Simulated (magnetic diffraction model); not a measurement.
# FeBiTeO6 below its ordering temperature

Space group Pc (no. 7), a = 5.9100 Å, b = 5.9820 Å, c = 10.2160 Å, β = 124.21°.

| site | atom | x | y | z |
| --- | --- | --- | --- | --- |
| 2a | Bi | 0.2338 | 0.6940 | 0.7404 |
| 2a | Te | 0.4895 | 0.2466 | 0.9939 |
| 2a | Fe | 0.9937 | 0.2479 | 0.4962 |
| 2a | O | 0.6641 | 0.2415 | 0.2395 |
| 2a | O | 0.8038 | 0.0548 | 0.0365 |
| 2a | O | 0.2603 | 0.0229 | 0.4633 |
| 2a | O | 0.2962 | 0.7399 | 0.2566 |
| 2a | O | 0.2287 | 0.5322 | 0.4855 |
| 2a | O | 0.7408 | 0.5090 | 0.0323 |

This is a made-up structure (elements placed in a structure type, unrelaxed), so the numbers test the method and describe no known phase.

Only Fe is taken to order (form factors of Fe3+); orders and moment sizes are assumed, and not adapted to the symmetry. Radiation: neutrons of λ = 4.2 Å, 8° to 80°; isotropic B of 0.23 Å² (Bi), 0.23 Å² (Te), 0.38 Å² (Fe) and 0.4 Å² (O). The intensities are simulated: I ∝ L Σ (|F_N|² + |F_M⊥|²) for unpolarised neutrons, with F_M = 2.695 fm/μB × Σ f(s) S exp(2πi Q·r) exp(−B s²) at Q = H ± k (one set where k and −k are equivalent), only the part normal to Q counting and L = 1/(sin²θ cos θ). For collinear order S is the moment m, which repeats by lattice and centring translations R with the sign exp(−2πi k·R). Form factors are spin-only for 3d ions and dipole or tabulated for f ions, scattering lengths are Sears's of 1992, and absorption is left out. A label names one of the reflections at its angle. The strongest nuclear line in the range is 100, and lines under 0.2 are left out.

Above the ordering temperature:

```
2θ (°)     index      I
 41.10   (0 1 0)    2.8
 50.89   (1 0 0)   19.6
 50.95   (0 1 1)   30.9
 51.91  (1 0 -2)   17.0
 59.62   (0 0 2)   46.5
 59.94  (1 1 -1)  100.0
 67.40   (1 1 0)    2.3
 68.26  (1 1 -2)    2.0
 74.97   (0 1 2)    2.0
```

Below it (cell unchanged):

```
2θ (°)      I
 24.81   24.8
 41.10    2.8
 48.87   32.7
 49.19   16.2
 50.89   19.6
 50.95   30.9
 51.91   17.0
 59.62   46.5
 59.94  100.0
 65.32   20.2
 66.70    0.7
 67.40    2.3
 68.26    2.0
 74.97    2.0
```

**Question.** Find the propagation vector, then choose among these models:
A. collinear moments along [001], 3.76 μB on Fe; signs + at (0.9937, 0.2479, 0.4962), − at (0.9937, 0.7521, 0.9962)
B. collinear moments along [100], 3.76 μB on Fe; signs + at (0.9937, 0.2479, 0.4962), + at (0.9937, 0.7521, 0.9962)
C. collinear moments along [001], 3.76 μB on Fe; signs + at (0.9937, 0.2479, 0.4962), + at (0.9937, 0.7521, 0.9962)
D. collinear moments along [100], 3.76 μB on Fe; signs + at (0.9937, 0.2479, 0.4962), − at (0.9937, 0.7521, 0.9962)

The new lines index as (1/2 0 0) at 24.81°, (1/2 1 -1) at 48.87°, (1/2 0 -2) at 49.19° and (1/2 1 1) at 65.32°, that is as H ± k with k = (1/2 0 0). Half indices mean that the moments reverse under translations with k·R a half-integer, and the magnetic cell has twice the primitive volume.

Magnetic intensity, observed (below minus above) and for each model:

| 2θ (°) | index | observed | A | B | C | D |
| --- | --- | --- | --- | --- | --- | --- |
| 24.81 | (1/2 0 0) | 24.8 | <0.2 | 24.8 | 78.4 | <0.2 |
| 25.28 | (1/2 0 -1) | <0.2 | 8.9 | <0.2 | <0.2 | 25.7 |
| 48.39 | (1/2 0 1) | <0.2 | 15.3 | <0.2 | <0.2 | 16.6 |
| 48.61 | (1/2 1 0) | <0.2 | 40.6 | <0.2 | <0.2 | 33.0 |
| 48.87 | (1/2 1 -1) | 32.7 | <0.2 | 32.7 | 30.2 | <0.2 |
| 49.19 | (1/2 0 -2) | 16.2 | <0.2 | 16.2 | 0.5 | <0.2 |
| 65.32 | (1/2 1 1) | 20.2 | <0.2 | 20.2 | 19.4 | <0.2 |
| 65.98 | (1/2 1 -2) | <0.2 | 9.6 | <0.2 | <0.2 | 19.9 |

Model B matches.

The absence at (1/2 0 -1) is telling: the sublattices cancel there.

The structure used: k = (1/2 0 0), collinear moments along [100], 3.76 μB on Fe; signs + at (0.9937, 0.2479, 0.4962), + at (0.9937, 0.7521, 0.9962).

[Logs are printed without paths, hosts, clocks, repeated set-up lines and the standing remarks that a program may print on its own settings, such as how far it seeks lower states.]
